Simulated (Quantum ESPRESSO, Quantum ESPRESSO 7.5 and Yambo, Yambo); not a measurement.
# TiO2 (Anatase): G0W0 with Yambo, start to end

Aim: the G0W0 gap of TiO2 (Anatase) on PBE, step by step.

Method: PBE and many-body steps on it, plane waves, in Quantum ESPRESSO 7.5 and Yambo 5.3.0.

**The experiments to reproduce.**

- Gap 3.98 eV: direct quasiparticle gap around Gamma; experiment quoted from earlier work; bulk crystal (anatase, value from earlier experiment) (quoted in “Giant exciton Mott density in anatase TiO2”, 2020, arxiv:2007.10051).

- Gap 3.3 eV: indirect optical gap from Tauc plot; spectroscopic ellipsometry, Tauc plot; film (electron-beam evaporated polycrystalline film on Si, about 100 nm, slightly oxygen deficient (about 2 at%)) (“Defective TiO2 with high photoconductive gain for efficient and stable planar heterojunction perovskite solar cells”, 2016, pmc:4992141).

- Gap 3.18 ± 0.03 eV: direct optical gap from Kubelka-Munk plot; UV-Vis diffuse reflectance; 300 K; powder (“Effect of Ethylene Glycol: Citric Acid Molar Ratio and pH on the Morphology, Vibrational, Optical and Electronic Properties of TiO2 and CuO Powders Synthesized by Pechini Method”, 2022, pmc:9369947).

- Gap 3.15 eV: indirect optical gap from Tauc plot; UV-Vis absorption, Tauc plot; 300 K; film (hydrothermal mesoporous TiO2 film, mainly anatase) (“Preparation of Carbon Nanotube/TiO2 Mesoporous Hybrid Photoanode with Iron Pyrite (FeS2) Thin Films Counter Electrodes for Dye-Sensitized Solar Cell”, 2016, pmc:4886676).

- Gap 3.17 eV: gap from valence band edge and flat band potential; valence-band XPS and Mott-Schottky plots; film (“Enhancement of Titania Photoanode Performance by Sandwiching Copper between Two Titania Layers”, 2020, pmc:7579609).

This is a selection; 13 further reports are not listed.

### Step 1. Starting point

The structure is tetragonal, space group I4_1/amd (No. 141). The conventional cell has a = 3.784 Å, b = 3.784 Å, c = 9.515 Å, α = 90.00°, β = 90.00°, γ = 90.00°. Nearest to Ti lie 6 O at 1.93 to 1.98 Å. Nearest to O lie 3 Ti at 1.93 to 1.98 Å. Farther neighbours and most contacts between anions are not listed.

Structure file:

```cif
data_structure
_symmetry_space_group_name_H-M 'P 1'
_symmetry_Int_Tables_number 1
_cell_length_a 5.4582
_cell_length_b 5.4582
_cell_length_c 5.4582
_cell_angle_alpha 139.435
_cell_angle_beta 139.435
_cell_angle_gamma 58.713
_cell_volume 68.13
loop_
_atom_site_label
_atom_site_type_symbol
_atom_site_fract_x
_atom_site_fract_y
_atom_site_fract_z
_atom_site_occupancy
Ti1 Ti 0.00000 0.00000 0.00000 1
Ti2 Ti 0.75000 0.25000 0.50000 1
O3 O 0.20810 0.20810 0.00000 1
O4 O 0.95810 0.45810 0.50000 1
O5 O 0.54190 0.04190 0.50000 1
O6 O 0.79190 0.79190 0.00000 1
```

The cell and positions come from the Crystallography Open Database and are kept as given unless a step says otherwise.

### Step 2. Ground state

This step: Quantum ESPRESSO 7.5; DFT, PBE, plane waves, norm-conserving pseudopotentials.

The ground-state density comes first.

pw.in

```
&control
  calculation = 'scf'
  prefix = 'x'
  outdir = 'o'
  pseudo_dir = 'pseudo'
/
&system
  ibrav = 0
  nat = 6
  ntyp = 2
  ecutwfc = 76.0
  nbnd = 31
  force_symmorphic = .true.
/
&electrons
  conv_thr = 1e-10
  electron_maxstep = 80
  mixing_beta = 0.5
/
ATOMIC_SPECIES
  Ti 47.867 Ti.upf
  O 15.999 O.upf
CELL_PARAMETERS angstrom
  -1.8921000000 1.8921000000 4.7573000000
  1.8921000000 -1.8921000000 4.7573000000
  1.8921000000 1.8921000000 -4.7573000000
ATOMIC_POSITIONS crystal
  Ti 0.0000000000 0.0000000000 0.0000000000
  Ti 0.7500000000 0.2500000000 0.5000000000
  O 0.2081000000 0.2081000000 0.0000000000
  O 0.9581000000 0.4581000000 0.5000000000
  O 0.5419000000 0.0419000000 0.5000000000
  O 0.7919000000 0.7919000000 0.0000000000
K_POINTS automatic
  8 8 8 0 0 0
```

Run with:

```
$ OMP_NUM_THREADS=1 mpirun -n 8 pw.x -nk 8 -in pw.in > pw.out
```

The program printed:

```text
Program PWSCF v.7.5 starts

     This program is part of the open-source Quantum ESPRESSO suite
     for quantum simulation of materials; please cite
         "P. Giannozzi et al., J. Phys.:Condens. Matter 21 395502 (2009);
         "P. Giannozzi et al., J. Phys.:Condens. Matter 29 465901 (2017);
         "P. Giannozzi et al., J. Chem. Phys. 152 154105 (2020);
     in publications or presentations arising from this work. More details at
     Message from routine setup:
     using ibrav=0 with symmetry is DISCOURAGED, use correct ibrav instead

     G-vector sticks info

     bravais-lattice index     =            0
     lattice parameter (alat)  =      10.3145  a.u.
     unit-cell volume          =     459.7326 (a.u.)^3
     number of atoms/cell      =            6
     number of atomic types    =            2
     number of electrons       =        48.00
     number of Kohn-Sham states=           31
     kinetic-energy cutoff     =      76.0000  Ry
     charge density cutoff     =     304.0000  Ry
     scf convergence threshold =      1.0E-10
     mixing beta               =       0.5000
     number of iterations used =            8  plain     mixing
     Exchange-correlation= PBE
                           (   1   4   3   4   0   0   0)

     celldm(1)=  10.314510  celldm(2)=   0.000000  celldm(3)=   0.000000
     celldm(4)=   0.000000  celldm(5)=   0.000000  celldm(6)=   0.000000

     crystal axes: (cart. coord. in units of alat)
               a(1) = (  -0.346653   0.346653   0.871587 )
               a(2) = (   0.346653  -0.346653   0.871587 )
               a(3) = (   0.346653   0.346653  -0.871587 )

     reciprocal axes: (cart. coord. in units 2 pi/alat)
               b(1) = (  0.000000  1.442367  0.573666 )
               b(2) = (  1.442367  0.000000  0.573666 )
               b(3) = (  1.442367  1.442367  0.000000 )
     Pseudo is Norm-conserving + core correction, Zval = 12.0
     Generated using ONCVPSP code by D. R. Hamann
     Using radial grid of 1586 points,  6 beta functions with:
     Pseudo is Norm-conserving + core correction, Zval =  6.0
     Generated using ONCVPSP code by D. R. Hamann
     Using radial grid of  936 points,  5 beta functions with:
     Ti               12.00    47.86700     Ti( 1.00)
     O                 6.00    15.99900     O ( 1.00)

      8 Sym. Ops. (no inversion) found

   Cartesian axes

     site n.     atom                  positions (alat units)
         1        Ti     tau(   1) = (   0.0000000   0.0000000   0.0000000  )
         2        Ti     tau(   2) = (   0.0000000   0.3466525   0.4357936  )
         3        O      tau(   3) = (  -0.0000000   0.0000000   0.3627546  )
         4        O      tau(   4) = (   0.0000000   0.3466525   0.7985481  )
         5        O      tau(   5) = (  -0.0000000   0.3466525   0.0730390  )
         6        O      tau(   6) = (   0.0000000  -0.0000000   1.3804197  )

     number of k points=    59
                       cart. coord. in units 2pi/alat
        k(    1) = (   0.0000000   0.0000000   0.0000000), wk =   0.0039062
        k(    2) = (   0.1802958   0.1802958   0.0000000), wk =   0.0156250
        k(    3) = (   0.3605917   0.3605917   0.0000000), wk =   0.0156250
        k(    4) = (   0.5408875   0.5408875   0.0000000), wk =   0.0156250
        k(    5) = (  -0.7211833  -0.7211833   0.0000000), wk =   0.0078125
        k(    6) = (   0.1802958   0.0000000   0.0717083), wk =   0.0312500
        k(    7) = (   0.3605917   0.1802958   0.0717083), wk =   0.0625000
        k(    8) = (   0.5408875   0.3605917   0.0717083), wk =   0.0625000
        k(    9) = (   0.7211833   0.5408875   0.0717083), wk =   0.0625000
        k(   10) = (   0.3605917   0.0000000   0.1434165), wk =   0.0312500
     [... 47 further rows ...]
        k(   58) = (  -1.2620708  -0.1802958   0.0000000), wk =   0.0156250
        k(   59) = (  -1.4423666  -1.4423666  -0.5736661), wk =   0.0039062

     Dense  grid:    41149 G-vectors     FFT dimensions: (  60,  60,  60)

     Initial potential from superposition of free atoms

     starting charge      47.9968, renormalised to      48.0000
     Starting wfcs are   36 randomized atomic wfcs

     per-process dynamical memory:    64.6 Mb

     Self-consistent Calculation

     iteration #  1     ecut=    76.00 Ry     beta= 0.50

     total energy              =    -369.29599336 Ry
     estimated scf accuracy    <       2.82425392 Ry

     iteration #  2     ecut=    76.00 Ry     beta= 0.50

     total energy              =    -368.49005469 Ry
     estimated scf accuracy    <       9.66471229 Ry

     iteration #  3     ecut=    76.00 Ry     beta= 0.50

     total energy              =    -370.44828473 Ry
     estimated scf accuracy    <       0.24364835 Ry

     iteration #  4     ecut=    76.00 Ry     beta= 0.50

     total energy              =    -370.40162058 Ry
     estimated scf accuracy    <       0.16701201 Ry

     iteration #  5     ecut=    76.00 Ry     beta= 0.50

     total energy              =    -370.43194545 Ry
     estimated scf accuracy    <       0.00051886 Ry

     iteration #  6     ecut=    76.00 Ry     beta= 0.50

     total energy              =    -370.43342010 Ry
     estimated scf accuracy    <       0.00635734 Ry

     iteration #  7     ecut=    76.00 Ry     beta= 0.50

     total energy              =    -370.43402565 Ry
     estimated scf accuracy    <       0.00018714 Ry

     iteration #  8     ecut=    76.00 Ry     beta= 0.50

     total energy              =    -370.43414022 Ry
     estimated scf accuracy    <       0.00026169 Ry

     iteration #  9     ecut=    76.00 Ry     beta= 0.50

     total energy              =    -370.43407799 Ry
     estimated scf accuracy    <       0.00023569 Ry

     iteration # 10     ecut=    76.00 Ry     beta= 0.50

     total energy              =    -370.43409136 Ry
     estimated scf accuracy    <       0.00002745 Ry

     iteration # 11     ecut=    76.00 Ry     beta= 0.50

     total energy              =    -370.43409426 Ry
     estimated scf accuracy    <       0.00000311 Ry

     iteration # 12     ecut=    76.00 Ry     beta= 0.50

     total energy              =    -370.43409542 Ry
     estimated scf accuracy    <       0.00000052 Ry

     iteration # 13     ecut=    76.00 Ry     beta= 0.50

     total energy              =    -370.43409544 Ry
     estimated scf accuracy    <       0.00000012 Ry

     iteration # 14     ecut=    76.00 Ry     beta= 0.50

     total energy              =    -370.43409547 Ry
     estimated scf accuracy    <          1.8E-10 Ry

     iteration # 15     ecut=    76.00 Ry     beta= 0.50

     End of self-consistent calculation

          k = 0.0000 0.0000 0.0000 (  5117 PWs)   bands (ev):

   -49.0009 -48.9398 -25.4933 -25.2535 -25.2535 -25.1811 -25.1811 -25.0963
   -10.2630  -9.2466  -9.1005  -8.7619   3.3974   3.5164   3.5164   3.9209
     5.2684   5.2684   5.3151   6.5646   6.5681   6.5681   6.8689   6.8689
     9.4863  10.2323  11.3622  11.3622  11.3917  11.3917  12.4354

          k = 0.1803 0.1803 0.0000 (  5138 PWs)   bands (ev):

   -48.9979 -48.9415 -25.4917 -25.2815 -25.2627 -25.1969 -25.1809 -25.0913
   -10.1143  -9.1564  -9.0373  -8.7186   3.2168   3.3450   3.3645   3.9403
     4.9788   5.3728   5.4554   6.1823   6.2389   6.2509   6.6223   7.0318
    10.0979  10.3135  10.8133  11.1473  11.1551  11.3659  12.9132

          k = 0.3606 0.3606 0.0000 (  5174 PWs)   bands (ev):

   -48.9897 -48.9466 -25.4873 -25.3429 -25.2838 -25.2352 -25.1754 -25.0907
    -9.7245  -8.9519  -8.8739  -8.6181   2.7634   3.0236   3.2584   4.1112
     4.4762   4.7926   4.9612   5.3513   5.5006   6.3811   6.7311   7.0918
    10.3598  10.5071  10.8850  11.1125  11.1422  11.6901  13.2138

          k = 0.5409 0.5409 0.0000 (  5140 PWs)   bands (ev):

     [... further k-points ...]

     highest occupied, lowest unoccupied level (ev):     7.3003    9.4863

!    total energy              =    -370.43409547 Ry
     estimated scf accuracy    <          9.7E-11 Ry

     The total energy is the sum of the following terms:
     one-electron contribution =    -158.75557715 Ry
     hartree contribution      =     100.85441643 Ry
     xc contribution           =     -68.35606541 Ry
     ewald contribution        =    -244.17686934 Ry

     convergence has been achieved in  15 iterations

     XML data file, charge density, pseudopotentials, collected wavefunctions

=------------------------------------------------------------------------------=
   JOB DONE.
=------------------------------------------------------------------------------=
```

The job ended after 47 s (8 MPI ranks of Arm Neoverse V2, shared host; peak memory 0.86 GiB).

Numbers from this step:

```
total energy               : -5040.0126 eV
gap                        : 2.186 eV
k of the valence top       : 0, 0, 0.375
k of the conduction bottom : 0, 0, 0
least direct gap           : 2.492 eV
```

The gap is indirect, with the least direct gap 0.31 eV higher.

[end of part 1 of 3]

[Paths, hosts, dates, memory and timing lines, banners, echoed tables and standing remarks are left out of the program output.]

[Logs are printed without paths, hosts, clocks, repeated set-up lines and the standing remarks that a program may print on its own settings, such as how far it seeks lower states.]

[Runs of the session that timed out or met a known fault of the program may be left out.]

[Hosts, paths, dates, database ids (printed as entryN), source tags and the programs' standing remarks are cut or masked in the printed files.]
